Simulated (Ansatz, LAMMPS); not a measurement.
# Relaxing a frame of liquid 1,3,5-triphenylbenzene from 473 K (126 atoms)

How does a frame of liquid 1,3,5-triphenylbenzene from 473 K (126 atoms) relax, and what do bonds, charges and levels look like afterwards?

Program: Ansatz 0.2.0. Level of theory: Kohn-Sham DFT, r2SCAN+D4, PAW (set soft_2), plane waves. Results are calculated unless marked as measured.

## 1. The structure

The cell holds 126 atoms: 72 C and 54 H. Its edges and angles: a = 11.401 Å, b = 11.401 Å, c = 11.401 Å, α = 90.0°, β = 90.0°, γ = 90.0°. 3 1,3,5-triphenylbenzene placed at random, at 1.03 g/cm³; overlaps pushed apart, then 10 ps at 573 K with MMFF94 bonds, angles, torsions, charges and radii (Halgren, J. Comput. Chem. 17, 490 (1996)) in harmonic and 12-6 forms. Snapshot after 20 ps at 473 K and fixed volume.

Before any run, some limits are plain. The network of contacts between molecules at the start is that of the classical potential that made the cell. The density was typed from a rule of thumb and may lie off the real one at this temperature. The Brillouin zone is sampled at Γ only, in a cell whose shortest periodic width is 11 Å.

## 2. Single point at the start

The forces at the start show how far the geometry lies from a minimum of this functional.

Input file input.yaml:

```yaml
crystal:
  lattice:
    - [11.40104, 0.0, 0.0]
    - [0.0, 11.40104, 0.0]
    - [0.0, 0.0, 11.40104]
  atoms:
    - { symbol: C, position: [0.77364, 0.83033, 0.95117] }
    - { symbol: C, position: [0.68762, 0.82182, 0.03751] }
    - { symbol: C, position: [0.60509, 0.73307, 0.02872] }
    - { symbol: C, position: [0.61036, 0.65454, 0.92827] }
    [... 116 atom lines left out ...]
    - { symbol: H, position: [0.80181, 0.7305, 0.46211] }
    - { symbol: H, position: [0.81764, 0.92008, 0.37794] }
    - { symbol: H, position: [0.65955, 0.03531, 0.31101] }
    - { symbol: H, position: [0.45335, 0.95214, 0.31599] }
    - { symbol: H, position: [0.43855, 0.75165, 0.36417] }
    - { symbol: H, position: [0.66607, 0.57879, 0.58748] }
kpoints:
  mp_grid: { grid: [1, 1, 1] }
hamiltonian:
  xc: r2scan
  dispersion: d4
scf:
  occupations: { method: fixed }
output:
  forces: true
  stress: true
  populations: intrinsic
  dos:
    method: { smearing: { sigma: 0.1 } }
    de: 0.1
    projected: { site_lists: { C: [C], H: [H] } }
  eigenvalues: true
```

The run is started by

```console
> ansatz run input.yaml --threads 4 --pin off --max-ram 8192MiB --backend cpu --events-out ev --progress --plain --runs-dir out
```

The job ended after 19 s (4 threads of AMD EPYC 9R45, shared host; peak memory 3.9 GiB; 74 s of CPU time).

Numbers from this run:

* free energy: -18976.5225 eV
* free energy per atom: -150.6073 eV/atom
* SCF cycles: 9
* pressure: 1.673 GPa
* r.m.s. force component: 1.26 eV/Å
* longest force: 6.052 eV/Å
* Fermi energy: -0.3876 eV
* gap (highest filled to lowest empty level): 3.525 eV

The r.m.s. force component of 1.3 eV/Å and the pressure of 1.7 GPa set the starting point.

Length of the force by element:

| element | coordination | atoms | mean length of the force (eV/Å) | spread | least | most |
| --- | --- | --- | --- | --- | --- | --- |
| C | all | 72 | 2.43 | 1.17 | 0.536 | 6.05 |
| H | all | 54 | 1.02 | 0.618 | 0.269 | 3.43 |

## 3. Relaxation

With the cell held, the atoms are moved downhill towards a nearby minimum.

input.yaml, the sections that differ from step 2:

```yaml
output:
  forces: true
relax:
  f_tol: 0.05
  max_steps: 200
# crystal, kpoints, hamiltonian, scf: as in step 2
```

Run time: 2.7 min. Hardware: 4 threads; peak memory 4 GiB.

The steps of the relaxation:

```
step  energy less that of the first step (eV)  largest force component (eV/Å)
   1                                   0.0000                          5.0440
   2                                  -5.5041                          1.9066
   3                                  -6.8157                          0.8173
   4                                  -7.1470                          0.3621
   5                                  -7.3009                          0.1375
   6                                  -7.3756                          0.1001
   7                                  -7.4106                          0.0978
   8                                  -7.4327                          0.0961
   9                                  -7.4497                          0.0528
  10                                  -7.4593                          0.0461
  11                                  -7.4661                          0.0408
  12                                  -7.4714                          0.0231
  13                                  -7.4748                          0.0195
```

The atoms that moved most (Å):

| atom | dx | dy | dz | length |
| --- | --- | --- | --- | --- |
| H76 | -0.211 | -1.309 | -0.422 | 1.391 |
| C56 | -0.155 | -1.161 | -0.269 | 1.201 |
| H77 | -0.143 | -1.121 | -0.280 | 1.165 |
| H26 | -0.342 | 0.896 | -0.561 | 1.111 |
| C57 | -0.103 | -1.070 | -0.137 | 1.084 |
| H117 | -0.634 | 0.823 | -0.263 | 1.072 |
| H79 | -0.159 | -0.893 | -0.351 | 0.973 |
| H75 | -0.178 | -0.874 | 0.037 | 0.893 |

The relaxation changed the energy by -59.3 meV/atom, and atoms moved by 0.55 Å r.m.s., 1.4 Å at most.

## 4. Structure statistics after relaxation

Bonds before and after, by the cutoffs listed below:

| pair | bonds before | bonds after | mean before (Å) | mean after (Å) | spread before (Å) | spread after (Å) |
| --- | --- | --- | --- | --- | --- | --- |
| C-C | 81 | 81 | 1.398 | 1.403 | 0.040 | 0.027 |
| C-H | 54 | 54 | 1.082 | 1.083 | 0.029 | 0.001 |

Density 1.03 g/cm³, 11.76 Å³ an atom.

Pair distribution functions g(r), in bins of 0.1 Å:

| r (Å) | total | C-C | C-H | H-H |
| --- | --- | --- | --- | --- |
| 0.95 | 0.00 | 0.00 | 0.00 | 0.00 |
| 1.05 | 6.94 | 0.00 | 14.20 | 0.00 |
| 1.15 | 0.00 | 0.00 | 0.00 | 0.00 |
| 1.25 | 0.00 | 0.00 | 0.00 | 0.00 |
| 1.35 | 4.64 | 14.20 | 0.00 | 0.00 |
| 1.45 | 1.57 | 4.79 | 0.00 | 0.00 |
| 1.55 | 0.00 | 0.00 | 0.00 | 0.00 |
| 1.65 | 0.00 | 0.00 | 0.00 | 0.00 |
| 1.75 | 0.00 | 0.00 | 0.00 | 0.00 |
| 1.85 | 0.00 | 0.00 | 0.00 | 0.00 |
| 1.95 | 0.00 | 0.00 | 0.00 | 0.00 |
| 2.05 | 0.03 | 0.00 | 0.00 | 0.19 |
| 2.15 | 3.65 | 0.00 | 7.14 | 0.86 |
| 2.25 | 0.18 | 0.00 | 0.00 | 0.97 |
| 2.35 | 0.13 | 0.24 | 0.00 | 0.29 |
| 2.45 | 3.13 | 6.30 | 0.00 | 5.86 |
| 2.55 | 0.60 | 1.64 | 0.00 | 0.38 |
| 2.65 | 0.56 | 0.00 | 0.89 | 0.69 |
| 2.75 | 1.53 | 1.60 | 1.87 | 0.53 |
| 2.85 | 0.59 | 0.51 | 0.60 | 0.70 |
| 2.95 | 0.39 | 0.62 | 0.24 | 0.37 |
| 3.05 | 0.48 | 0.30 | 0.55 | 0.60 |
| 3.15 | 0.36 | 0.00 | 0.46 | 0.73 |
| 3.25 | 0.41 | 0.00 | 0.63 | 0.54 |
| 3.35 | 1.74 | 0.00 | 3.23 | 0.87 |
| 3.45 | 0.81 | 0.08 | 1.30 | 0.81 |
| 3.55 | 0.57 | 0.22 | 0.62 | 1.03 |
| 3.65 | 0.62 | 0.44 | 0.55 | 1.15 |
| 3.75 | 1.06 | 1.80 | 0.60 | 0.97 |
| 3.85 | 1.39 | 0.80 | 1.97 | 0.87 |
| 3.95 | 1.00 | 0.47 | 1.39 | 0.88 |
| 4.05 | 1.08 | 0.75 | 1.37 | 0.89 |
| 4.15 | 0.74 | 0.74 | 0.81 | 0.56 |
| 4.25 | 1.26 | 1.21 | 0.74 | 2.75 |
| 4.35 | 1.17 | 1.58 | 0.85 | 1.28 |
| 4.45 | 1.02 | 0.81 | 1.08 | 1.26 |
| 4.55 | 0.91 | 0.81 | 0.81 | 1.37 |
| 4.65 | 1.11 | 0.86 | 1.35 | 0.90 |
| 4.75 | 0.90 | 0.93 | 0.89 | 0.90 |
| 4.85 | 1.08 | 1.26 | 1.01 | 0.96 |
| 4.95 | 1.51 | 1.23 | 1.69 | 1.52 |
| 5.05 | 0.93 | 0.96 | 1.00 | 0.70 |
| 5.15 | 1.03 | 1.49 | 0.83 | 0.70 |
| 5.25 | 0.99 | 1.11 | 0.97 | 0.82 |

Bonds by pair of elements; cutoffs follow the first minimum of g(r), held within bounds set by covalent radii, and pairs that aren't listed don't count as bonded:

| pair A-B | cutoff (Å) | bonds | mean length (Å) | spread (Å) | shortest (Å) | B about A | A about B |
| --- | --- | --- | --- | --- | --- | --- | --- |
| C-C | 1.85 | 81 | 1.40 | 0.027 | 1.39 | 2.25 | 2.25 |
| C-H | 1.34 | 54 | 1.08 | 0.001 | 1.08 | 0.75 | 1 |

How many atoms have how many bonded neighbours:

| element | mean | 1 | 3 |
| --- | --- | --- | --- |
| C | 3 | 0 | 72 |
| H | 1 | 54 | 0 |

Bond angles, per cent of each kind in bins of 5°:

| angle (°) | C-C-C | C-C-H |
| --- | --- | --- |
| 115–120 | 27.8 | 72.2 |
| 120–125 | 72.2 | 27.8 |

Bond angles (no mean is given where the spread exceeds 20°):

```
angle  count  mean (°)  spread (°)
C-C-C    108       120           1
C-C-H    108       120         0.4
```

Rings of the network by King's shortest-path rule, up to 12 atoms, one path for each pair of neighbours; H, halogens, alkali and alkaline-earth atoms are left out, and the last column divides by all other atoms, bonded or not:

```
ring size (atoms)  rings  per network atom
                6     12             0.167
```

First main peaks of g(r), for some of the pairs, lie near 1.4 Å (C-C), 1.1 Å (C-H) and 2.5 Å (H-H). Counting bonds as in the table, all C atoms have 3 and all H atoms have 1 bonded neighbour. The C-C-C angle averages 120° with a spread of 1.0°. All rings counted have 6 atoms.

## 5. Single point at the relaxed geometry

One more single point at the end of the walk gives the fuller output and checks the residual forces.

Input file input.yaml:

```yaml
crystal:
  lattice:
    - [11.40104, 0.0, 0.0]
    - [0.0, 11.40104, 0.0]
    - [0.0, 0.0, 11.40104]
  atoms:
    - { symbol: C, position: [0.7569, 0.88992, 0.93162] }
    - { symbol: C, position: [0.66178, 0.88931, 0.00754] }
    - { symbol: C, position: [0.59819, 0.78672, 0.02497] }
    - { symbol: C, position: [0.63031, 0.68497, 0.96603] }
    [... 116 atom lines left out ...]
    - { symbol: H, position: [0.79833, 0.74876, 0.45605] }
    - { symbol: H, position: [0.81851, 0.96093, 0.42298] }
    - { symbol: H, position: [0.65616, 0.07326, 0.33143] }
    - { symbol: H, position: [0.47161, 0.97178, 0.27797] }
    - { symbol: H, position: [0.45056, 0.75927, 0.31271] }
    - { symbol: H, position: [0.69194, 0.60578, 0.57018] }
kpoints:
  mp_grid: { grid: [1, 1, 1] }
hamiltonian:
  xc: r2scan
  dispersion: d4
scf:
  occupations: { method: fixed }
output:
  forces: true
  stress: true
  populations: true
  dos:
    method: { smearing: { sigma: 0.08 } }
    de: 0.1
    projected: { site_lists: { C: [C], H: [H] } }
  eigenvalues: true
  write_density: true
  write_potential: true
  volumetric_format: npy
  elf: true
```

Elapsed: 18 s, on 4 threads; peak memory 3.9 GiB; 69 s of CPU time.

The program notes that the exchange-correlation potential is rough where the density is thin.

Numbers from this run:

```
free energy                                      : -18983.9973 eV
free energy per atom                             : -150.6666 eV/atom
SCF cycles                                       : 9
pressure                                         : -0.5087 GPa
r.m.s. force component                           : 0.00602 eV/Å
longest force                                    : 0.02453 eV/Å
Fermi energy                                     : -0.4752 eV
gap (highest filled to lowest empty level) : 3.551 eV
spilling of the projection                       : 0.01257
```

Löwdin charges by element (they lack the spilled electrons, 0.034 e an atom on average):

```csv
element,coordination,atoms,mean charge (e),spread,least,most
C,all,72,-0.0868,0.0763,-0.148,0.0547
H,all,54,0.195,0.0061,0.183,0.206
```

States in the cell by windows of 1 eV, zero at the Fermi level; the larger projections on atomic orbitals stand beside the total:

```
from (eV)  to (eV)  total   C p  H s  C s
      -10       -9   16.6   9.2  2.2  4.9
       -9       -8   11.3   7.7  1.8  1.6
       -8       -7   14.0   9.0  3.5  1.2
       -7       -6   20.9  13.8  4.2  2.6
       -6       -5   47.8  36.6  8.1  2.4
       -5       -4   22.8  19.1  3.2  0.2
       -4       -3   35.9  29.7  5.6  0.3
       -3       -2   26.8  20.5  6.0  0.1
       -2       -1   17.8  17.6  0.1  0.1
       -1        0   27.0  26.8  0.0  0.1
        0        1    3.0   3.0  0.0  0.0
        1        3    0.0   0.0  0.0  0.0
        3        4   12.0  11.3  0.1  0.1
        4        5   24.4  22.0  0.5  0.2
```

The curve was stored every 0.10 eV, coarse against its broadening of 0.08 eV, so these counts are rough.

With fixed occupations the program's Fermi level is the highest filled level; weight inside the gap is the broadening of levels at its edges.

Between -18 and -10 eV lie 98 more states.

The levels nearest the highest filled one (over half full), pooled over k-points and spins:

```csv
level less the highest filled one (eV),occupation
-0.383,2
-0.289,2
-0.208,2
-0.143,2
-0.0194,2
0,2
3.55,0
3.60,0
3.64,0
3.67,0
3.77,0
3.82,0
```

Mean Löwdin charges: C -0.09, H +0.20 e (they miss 1.3 % of the electrons, so they add up to more than the cell's charge). The largest share in the top eV of filled states is C p (100 % of the projected weight), and in the lowest eV of empty states C p (98 % of the projected weight).

1 further run on a deliberately doubtful input is not shown.

## 6. Summary of results

```
energy change in the relaxation                      : -59.32 meV/atom
r.m.s. displacement                                  : 0.552 Å
largest displacement                                 : 1.391 Å
free energy per atom                                 : -150.6666 eV/atom
pressure                                             : -0.5087 GPa
r.m.s. force component                               : 0.00602 eV/Å
gap (highest filled to lowest empty level)     : 3.551 eV
wall time of the 4 DFT runs, those left out included : 3.7 min
```

What this shows: Relaxation lowers the energy by 59.3 meV/atom and moves atoms by 0.55 Å r.m.s.; the r.m.s. force component goes from 1.3 to 0.0060 eV/Å, the pressure goes from 1.7 to -0.51 GPa, and the gap from 3.53 to 3.55 eV. By the final cutoffs no bond was broken or made. First to last step the energy falls by 7.475 eV; the largest move, 1.39 Å, is that of H76. The C-C bonds go from 1.398 Å (spread 0.040) to 1.403 Å (spread 0.027). Counting bonds as in the table, all C atoms have 3 and all H atoms have 1 bonded neighbour. The highest filled and lowest empty levels differ by 3.55 eV (at Γ alone); a semilocal functional tends to put such gaps too low. In a disordered cell it changes from sample to sample and from frame to frame.

Caveats: The network of contacts between molecules at the start is that of the classical potential that made the cell; in DFT atoms moved by 0.55 Å r.m.s.

[Logs are printed without paths, hosts, clocks, repeated set-up lines and the standing remarks that a program may print on its own settings, such as how far it seeks lower states.]

[Hosts, paths, dates, database ids (printed as entryN), source tags and the programs' standing remarks are cut or masked in the printed files.]

[The MMFF94 radii named for the starting cell were scaled by 0.96; in molecules described by MMFF94, hydrogen bound to N, O or S took a small fixed 12-6 site in their place.]
